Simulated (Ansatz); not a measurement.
# Structural relaxation of random alloy of the hcp Ru-Mo line, x = 0.375 (64 atoms), part 2 of 3

Wanted: the relaxed structure of random alloy of the hcp Ru-Mo line, x = 0.375 (64 atoms) and its electronic structure.

Ansatz 0.2.0; Kohn-Sham DFT, PBE, PAW (set soft_2), plane waves.

The cell: 24 Mo and 40 Ru. The host structure and its lattice constant were typed by rule, without a check against the phase diagram.

So far. Step 3 (Cell and atoms relaxed): The relaxation changed the energy by -31.1 meV/atom, and atoms moved by 0.073 Å r.m.s., 0.20 Å at most.

### Step 5. Single point at the relaxed geometry

The electronic structure is read at the final geometry, in a run of its own.

Input file input.yaml:

```yaml
crystal:
  lattice:
    - [11.0403, -0.00603, -0.00836]
    - [-5.52537, 9.56481, 0.00707]
    - [-0.00671, 0.00268, 8.82281]
  atoms:
    - { symbol: Mo, position: [0.99458, 0.99874, 0.01018] }
    - { symbol: Ru, position: [0.08266, 0.16724, 0.24722] }
    - { symbol: Mo, position: [0.99332, 0.99245, 0.49376] }
    - { symbol: Mo, position: [0.08208, 0.16288, 0.76481] }
    [... 54 atom lines left out ...]
    - { symbol: Mo, position: [0.75027, 0.50523, 0.50719] }
    - { symbol: Ru, position: [0.83516, 0.6704, 0.75091] }
    - { symbol: Ru, position: [0.74837, 0.74835, 0.99964] }
    - { symbol: Ru, position: [0.82807, 0.91509, 0.25096] }
    - { symbol: Ru, position: [0.74986, 0.74958, 0.49944] }
    - { symbol: Ru, position: [0.83299, 0.91889, 0.75092] }
kpoints:
  mp_grid: { grid: [2, 2, 2] }
hamiltonian:
  xc: pbe
scf:
  occupations: { method: fermi_dirac, width: 0.1 }
output:
  forces: true
  stress: true
  populations: true
  dos:
    method: { smearing: { sigma: 0.08 } }
    de: 0.05
    projected: { site_lists: { Mo: [Mo], Ru: [Ru] } }
  eigenvalues: true
  write_density: true
  write_potential: true
  volumetric_format: npy
```

Launch:

```
$ ansatz run input.yaml --threads 6 --pin off --max-ram 102400MiB --backend cuda --events-out ev --progress --plain --runs-dir out
```

Numbers of over 12 decimals in the logs are rounded to 6 here.

What it wrote:

```text
[...]
GPU FFT provider: cuFFT
GPU libraries: cuBLAS 13.8.2, cuFFT 12.4.0, cuSOLVER 12.3.4
Crystal: 64 atoms, lattice volume = 931.380 Å³
Basis set: ecut = 420 eV, 18207 PW (Γ), exchange–correlation on 150×150×120 points (8 copies of the dense FFT grid, shifted against one another)
Bands: 586, of which v1, the nominal top of the filled ones, is band 488 counted from 1 (487 counted from 0)
Symmetry: 1 space group operations
[...]
k-points: 8
[...]
GPU buffer pool allocated for 337500 grid points (all kernels)
[...]
SCF iter   1: F=—  HF=-354091.038467 eV  |F-HF|=—  |Δ(HF+E_count)|=         —  Δρ=9.97e-3  dr2=2.50e0  ethr=1.77e-3  ⟨swp⟩=5.0  Hψ=14114  notcnv=0
[...]
SCF iter   8: F=-354090.993451 eV  HF=-354090.993451 eV  |F-HF|=2.91e-9  |Δ(HF+E_count)|=   2.32e-8  Δρ=7.75e-7  dr2=6.47e-9  ethr=1.02e-11  ⟨swp⟩=11.0  Hψ=35962  notcnv=0
SCF 1 converged in 8 iterations: F = -354090.993451 eV  dr2 = 6.47e-9
[...]
SCF converged after 8 iterations
Free energy (F): -354090.993451 eV
[...]
Internal energy: -354088.880135 eV  (E = F + TS)
E sigma→0 (E₀):  -354089.936793 eV
Entropy (-TS):   -2.113316 eV (-33.021 meV/atom)
Fermi energy:    21.924394 eV
[...]
--- Forces (eV/Å), atoms counted from 1 ---
  atom   1  Mo    -0.00099171     0.00186566    -0.00734428
  atom   2  Ru     0.00914311    -0.00027819    -0.00038698
  atom   3  Mo    -0.00661921    -0.00748780    -0.00447211
  atom   4  Mo     0.00089128     0.00437419    -0.01462786
  atom   5  Ru    -0.00271842    -0.00607344    -0.00045649
  atom   6  Ru    -0.00572451     0.01484267    -0.00576167
  atom   7  Mo    -0.00651947     0.00376658    -0.01547995
  atom   8  Ru    -0.01566139     0.00288699     0.00865906
  atom   9  Ru     0.00636589    -0.00222415     0.00125940
  atom  10  Ru     0.00414863     0.00588960     0.00025127
  atom  11  Ru    -0.00716777    -0.01379321     0.00473112
  atom  12  Ru    -0.00333306     0.01184440     0.00090354
  atom  13  Mo    -0.00144876     0.00086201    -0.01097875
  atom  14  Ru    -0.00298612     0.00229954    -0.00334379
[...]
atom  63  Ru    -0.00974811     0.00146465     0.00435009
  atom  64  Ru    -0.00681070     0.00587232    -0.00799552
  max |Σ_I F_I| component: 5.43e-6 eV/Å
--- Stress (GPa, compression-positive) ---
       -0.023687       0.000865       0.005753
        0.000865       0.007141       0.006810
        0.005753       0.006810      -0.024115
  P = ⅓ Tr σ = -0.0136 GPa (-0.136 kbar)
--- Band table (eV; the first three rows and the last of 8) ---
[...]
--- Löwdin populations: 64 sites ---
  site symbol       q [e]
     0     Mo     13.8993
     1     Ru     15.9378
     2     Mo     13.9110
[...]
63     Ru     15.9271
  spilling = 0.005153 (of n_electrons = 976.000000)
```

The job ended after 6.1 s (1 × NVIDIA H100 80GB HBM3 with 6 threads of AMD EPYC 7R13 (Zen 3), shared host; peak memory 2.4 GiB; 13 s of CPU time).

That memory is the host's; the program planned up to 16.8 GiB on the GPU.

The run gave:

```
free energy                             : -354090.9935 eV
free energy per atom                    : -5532.6718 eV/atom
SCF cycles                              : 8
pressure                                : -0.01355 GPa
r.m.s. force component                  : 0.00688 eV/Å
longest force                           : 0.02286 eV/Å
Fermi energy                            : 21.92 eV
levels partly filled by over 2 per cent : 197
spilling of the projection              : 0.005153
```

Löwdin charges by element (they lack the spilled electrons, 0.079 e an atom on average):

```csv
element,coordination,atoms,mean charge (e),spread,least,most
Mo,all,24,0.0953,0.0111,0.0694,0.110
Ru,all,40,0.0686,0.0061,0.0477,0.0797
```

Density of states as counts of states in windows of 1 eV (from the Fermi level), total and the larger projections:

```csv
from (eV),to (eV),total,Ru d,Mo d,Ru s
-18,-8,0.0,0.0,0.0,0.0
-8,-7,0.3,0.0,0.0,0.2
-7,-6,5.0,0.1,0.1,3.2
-6,-5,37.6,19.6,7.1,7.4
-5,-4,86.1,52.9,20.5,7.1
-4,-3,87.7,57.9,22.7,3.3
-3,-2,73.7,50.3,19.1,1.8
-2,-1,100.0,64.8,27.7,3.3
-1,0,72.7,40.8,25.9,2.2
0,1,54.9,29.3,20.3,2.1
1,2,66.2,38.2,23.8,1.5
```

The stored curve holds about 463 of the 976 electrons; the rest, give or take the few that broadening carries across the Fermi level, lie in deeper levels below its range.

The levels nearest the highest filled one (over half full), pooled over k-points and spins:

```csv
level less the highest filled one (eV),occupation
-0.0276,1.15
-0.0196,1.11
-0.01,1.06
-0.0085,1.05
-0.0057,1.04
0,1.01
0.0103,0.958
0.0164,0.928
0.0194,0.913
0.0222,0.899
0.0347,0.838
0.0348,0.837
```

Electrostatic potential energy in the ab plane at fractional z = 0.001, with atoms of Mo and Ru within 0.2 Å of it. With pseudopotentials it is smooth inside the atoms' cores, unlike the true potential.

Ten even steps from '_' (-82 eV) to '@' (22 eV), each cell a mean:
```
--++%%@@@@##==::--++%%@@@@++..__::**@@@@%%==____--##@@@@##--::
##@@@@@@@@##****##@@@@@@@@**++++##@@@@@@%%**++**%%@@@@@@##++++
@@@@@@@@@@@@@@@@@@@@@@@@@@@@@@@@@@@@@@@@@@@@@@@@@@@@@@@@@@%%@@
%%%%%%@@@@@@@@@@%%##%%@@@@@@@@@@%%##%%@@@@@@@@%%%%%%@@@@@@@@@@
====**%%@@@@%%==::--##@@@@@@##==::--##@@@@@@##==--++%%@@@@@@##
..::**%%@@%%--____::##@@@@##--____--##@@@@**..____==%%@@@@**--
::==%%@@@@**..__::**@@@@@@**..__::**@@@@%%==____--%%@@@@##==::
**%%@@@@@@##++++##@@@@@@@@##++**%%@@@@@@%%**++**%%@@@@@@##++==
@@@@@@@@@@@@@@@@@@@@@@@@@@@@@@@@@@@@@@@@@@@@@@@@@@@@@@@@@@%%%%
%%##%%@@@@@@@@@@%%%%%%@@@@@@@@%%####%%@@@@@@@@%%%%%%@@@@@@@@@@
--::++%%@@@@%%++----##@@@@@@##++--==##@@@@@@##--::==%%@@@@@@**
__..++@@@@%%==____::##@@@@##==....==##@@@@**::____==%%@@@@++..
..==%%@@@@**..__..++@@@@%%++--::==##@@@@%%==..__--##@@@@##--__
##@@@@@@@@##++++##@@@@@@%%**++**%%@@@@@@%%**++**%%@@@@@@%%**++
@@@@@@@@@@@@@@@@@@@@@@@@@@@@@@@@@@@@@@@@@@@@@@@@@@@@@@@@@@@@@@
%%##%%@@@@@@@@@@%%##%%@@@@@@@@@@%%%%%%@@@@@@@@%%%%%%@@@@@@@@@@
::::++%%@@@@%%++::--**@@@@@@##==::==##@@@@@@##--::==%%@@@@%%**
__..++@@@@%%==____..##@@@@##--____--##@@@@**..____==%%@@@@++..
..++%%@@@@**::__..++@@@@@@++..__::##@@@@%%==____--##@@@@##--__
##@@@@@@@@##++++##@@@@@@@@##++++%%@@@@@@%%**++**%%@@@@@@%%**++
@@@@@@@@@@@@@@@@@@@@@@@@@@@@@@@@@@@@@@@@@@@@@@@@@@@@@@@@@@@@@@
%%##%%@@@@@@@@@@%%##%%@@@@@@@@@@%%%%@@@@@@@@@@%%%%%%@@@@@@@@@@
====**%%@@@@%%++----**%%@@@@%%==::==##@@@@@@##--::==%%@@@@%%**
..--**@@@@%%++::..::**@@@@##--____--##@@@@**::____==%%@@%%++::
```
Columns run along a (11.0 Å; values clipped at the 3rd and 97th percentile), rows up along b (11.0 Å). Atoms in or near the plane, at fractional coordinates: Mo at (0.99, 0.00), Ru at (0.00, 0.25), Ru at (0.00, 0.50), Mo at (0.00, 0.74), Mo at (0.26, 0.00), Ru at (0.25, 0.25), Ru at (0.25, 0.50), Ru at (0.25, 0.75), Ru at (0.50, 0.00), Ru at (0.50, 0.25), Mo at (0.50, 0.50), Ru at (0.50, 0.75), Ru at (0.75, 0.00), Ru at (0.75, 0.25) and more.

Valence density in the ab plane at fractional z = 0.001, with atoms of Mo and Ru within 0.2 Å of it. It is the smooth field of the valence electrons, not physical close to the nuclei.

Values in units of 1e0 e/Å³, 13 rows by 16 columns, each cell a mean:
```
2.7 0.4 0.7 3.7 3.1 0.6 1.0 5.4 4.0 0.6 1.0 5.4 3.9 0.6 1.1 4.3
0.4 0.4 0.3 0.5 0.6 0.5 0.4 0.6 0.6 0.5 0.4 0.6 0.5 0.4 0.4 0.5
3.9 1.5 0.4 2.7 5.8 1.7 0.3 2.3 6.1 2.1 0.4 2.3 5.6 1.8 0.4 1.6
4.6 0.9 1.1 6.6 5.4 0.7 0.8 6.0 5.8 0.9 1.0 6.6 5.8 0.8 0.9 5.0
0.6 0.4 0.5 1.0 0.5 0.3 0.5 1.0 0.5 0.4 0.6 1.1 0.6 0.4 0.6 1.3
3.8 1.6 0.3 1.1 3.5 1.4 0.3 1.1 3.0 1.3 0.3 1.2 3.8 1.7 0.4 1.2
7.5 1.3 0.9 6.6 7.4 1.3 0.8 4.8 5.2 1.1 0.8 6.3 7.5 1.4 0.8 6.3
1.0 0.3 0.8 2.4 1.1 0.3 0.6 1.8 0.9 0.3 0.7 2.1 1.0 0.3 0.7 2.1
2.2 1.1 0.3 0.6 2.1 1.1 0.3 0.6 2.0 1.1 0.3 0.6 2.0 1.0 0.3 0.6
8.1 1.8 0.6 5.4 8.1 1.8 0.6 5.4 8.1 1.8 0.6 5.4 8.0 1.7 0.6 5.4
2.0 0.4 0.9 3.7 2.2 0.4 0.9 3.8 2.1 0.4 0.9 3.7 2.1 0.4 0.8 3.6
0.8 0.5 0.3 0.4 0.9 0.8 0.4 0.4 0.9 0.6 0.3 0.4 0.9 0.7 0.3 0.4
5.2 1.4 0.4 2.8 5.6 2.1 0.5 3.7 7.3 2.0 0.5 3.9 7.4 2.0 0.5 3.3
```
Columns run along a (11.0 Å), rows up along b (11.0 Å). Atoms in or near the plane, at fractional coordinates: Mo at (0.99, 0.00), Ru at (0.00, 0.25), Ru at (0.00, 0.50), Mo at (0.00, 0.74), Mo at (0.26, 0.00), Ru at (0.25, 0.25), Ru at (0.25, 0.50), Ru at (0.25, 0.75), Ru at (0.50, 0.00), Ru at (0.50, 0.25), Mo at (0.50, 0.50), Ru at (0.50, 0.75), Ru at (0.75, 0.00), Ru at (0.75, 0.25) and more.

Mean Löwdin charges: Mo +0.10, Ru +0.07 e (they miss 0.52 % of the electrons, so they add up to more than the cell's charge). Among metals such projection charges depend strongly on the orbitals used and are no measure of ionicity. Within 0.4 eV of the Fermi level the largest share is Ru d (55 % of the projected weight).

The surroundings of Ru36, picked at random, nearest first, numbered as they follow in the input and with coordinates relative to it.

```csv
atom,x,y,z,distance (Å),bonds,Löwdin charge (e)
Ru36,0.00,0.00,0.00,0.00,12,0.07
Mo55,1.41,0.81,-2.12,2.67,12,0.11
Ru33,0.02,-1.59,2.17,2.69,12,0.07
Ru37,-1.37,0.82,2.16,2.69,12,0.07
Mo40,-1.29,2.37,-0.03,2.69,12,0.09
Ru53,1.39,0.82,2.16,2.69,12,0.07
Ru32,-1.35,-2.37,-0.03,2.72,12,0.07
Ru35,0.04,-1.59,-2.22,2.73,12,0.07
Mo39,-1.30,0.85,-2.25,2.73,12,0.08
Ru48,1.41,-2.36,-0.04,2.75,12,0.07
Ru20,-2.75,0.02,-0.01,2.75,12,0.07
Ru52,2.79,0.00,0.02,2.79,12,0.06
Ru56,1.41,2.43,0.00,2.81,12,0.07
```

The column of bonds counts only the pairs Ru-Ru within 3.23 Å, Ru-Mo within 3.23 Å, Mo-Mo within 3.23 Å; other neighbours, such as metal atoms beside each other in a compound, aren't counted, and periodic images can show an atom twice.

### Step 6. K-mesh 3×3×3

Large cells are often run on few k-points; this run checks whether the reference had enough.

Changes to input.yaml since step 5:

```diff
@@ -8,3 +8,3 @@
 kpoints:
-  mp_grid: { grid: [2, 2, 2] }
+  mp_grid: { grid: [3, 3, 3] }
 hamiltonian:
@@ -22,4 +22 @@
   eigenvalues: true
-  write_density: true
-  write_potential: true
-  volumetric_format: npy
```

What it wrote:

```text
[...]
GPU FFT provider: cuFFT
GPU libraries: cuBLAS 13.8.2, cuFFT 12.4.0, cuSOLVER 12.3.4
Crystal: 64 atoms, lattice volume = 931.380 Å³
Basis set: ecut = 420 eV, 18207 PW (Γ), exchange–correlation on 150×150×120 points (8 copies of the dense FFT grid, shifted against one another)
Bands: 586, of which v1, the nominal top of the filled ones, is band 488 counted from 1 (487 counted from 0)
Symmetry: 1 space group operations
[...]
k-points: 14 of 27 (time reversal used)
[...]
GPU buffer pool allocated for 337500 grid points (all kernels)
[...]
SCF iter   1: F=—  HF=-354090.974440 eV  |F-HF|=—  |Δ(HF+E_count)|=         —  Δρ=9.91e-3  dr2=2.49e0  ethr=1.77e-3  ⟨swp⟩=5.0  Hψ=24783  notcnv=0
[...]
SCF iter   7: F=—  HF=-354090.933321 eV  |F-HF|=—  |Δ(HF+E_count)|=   2.71e-7  Δρ=4.37e-6  dr2=2.73e-7  ethr=4.63e-10  ⟨swp⟩=2.0  Hψ=15095  notcnv=0
SCF iter   8: F=-354090.933320 eV  HF=-354090.933321 eV  |F-HF|=3.73e-9  |Δ(HF+E_count)|=   2.61e-8  Δρ=7.96e-7  dr2=7.51e-9  ethr=1.02e-11  ⟨swp⟩=5.4  Hψ=23461  notcnv=0
SCF 1 converged in 8 iterations: F = -354090.933320 eV  dr2 = 7.51e-9
[...]
SCF converged after 8 iterations
Free energy (F): -354090.933320 eV
[...]
Internal energy: -354088.823656 eV  (E = F + TS)
E sigma→0 (E₀):  -354089.878488 eV
Entropy (-TS):   -2.109664 eV (-32.964 meV/atom)
Fermi energy:    21.903206 eV
[...]
Σ components = -354090.933320   (vs F -354090.933320, Δ=0.00e0)
--- Forces (eV/Å), atoms counted from 1 ---
  atom   1  Mo    -0.05672883     0.00807495    -0.05866950
  atom   2  Ru     0.02288775     0.00404544     0.00571933
  atom   3  Mo    -0.03791291    -0.01725941    -0.03735059
  atom   4  Mo     0.00744835    -0.01743366    -0.05621219
[...]
atom  64  Ru     0.02526616     0.03102847    -0.01024803
  max |Σ_I F_I| component: 6.34e-6 eV/Å
--- Stress (GPa, compression-positive) ---
        0.105767       0.012969       0.018393
        0.012969       0.114827      -0.017214
        0.018393      -0.017214       0.376848
  P = ⅓ Tr σ = 0.1991 GPa (1.991 kbar)
--- Band table (eV; the first three rows and the last of 14) ---
[...]
--- Löwdin populations: 64 sites ---
  site symbol       q [e]
     0     Mo     13.8985
     1     Ru     15.9374
     2     Mo     13.9117
[...]
63     Ru     15.9297
  spilling = 0.005108 (of n_electrons = 976.000000)
```

The job ended after 13 s (1 × NVIDIA H100 80GB HBM3 with 6 threads; peak memory 2.5 GiB).

That memory is the host's; the program planned up to 26.5 GiB on the GPU.

Geometry and reference: those of the single point at the relaxed geometry.

Forces differ from those of the single point at the relaxed geometry by 31 meV/Å r.m.s.; the energy by +0.94 meV/atom and the pressure by +0.21 GPa. It took 13 s and 8 cycles; the reference's time can't be set against it, since the two runs asked for unlike analyses.

(Part 2 of 3 ends here.)

[Logs are printed without paths, hosts, clocks, repeated set-up lines and the standing remarks that a program may print on its own settings, such as how far it seeks lower states.]

[Hosts, paths, dates, database ids (printed as entryN), source tags and the programs' standing remarks are cut or masked in the printed files.]
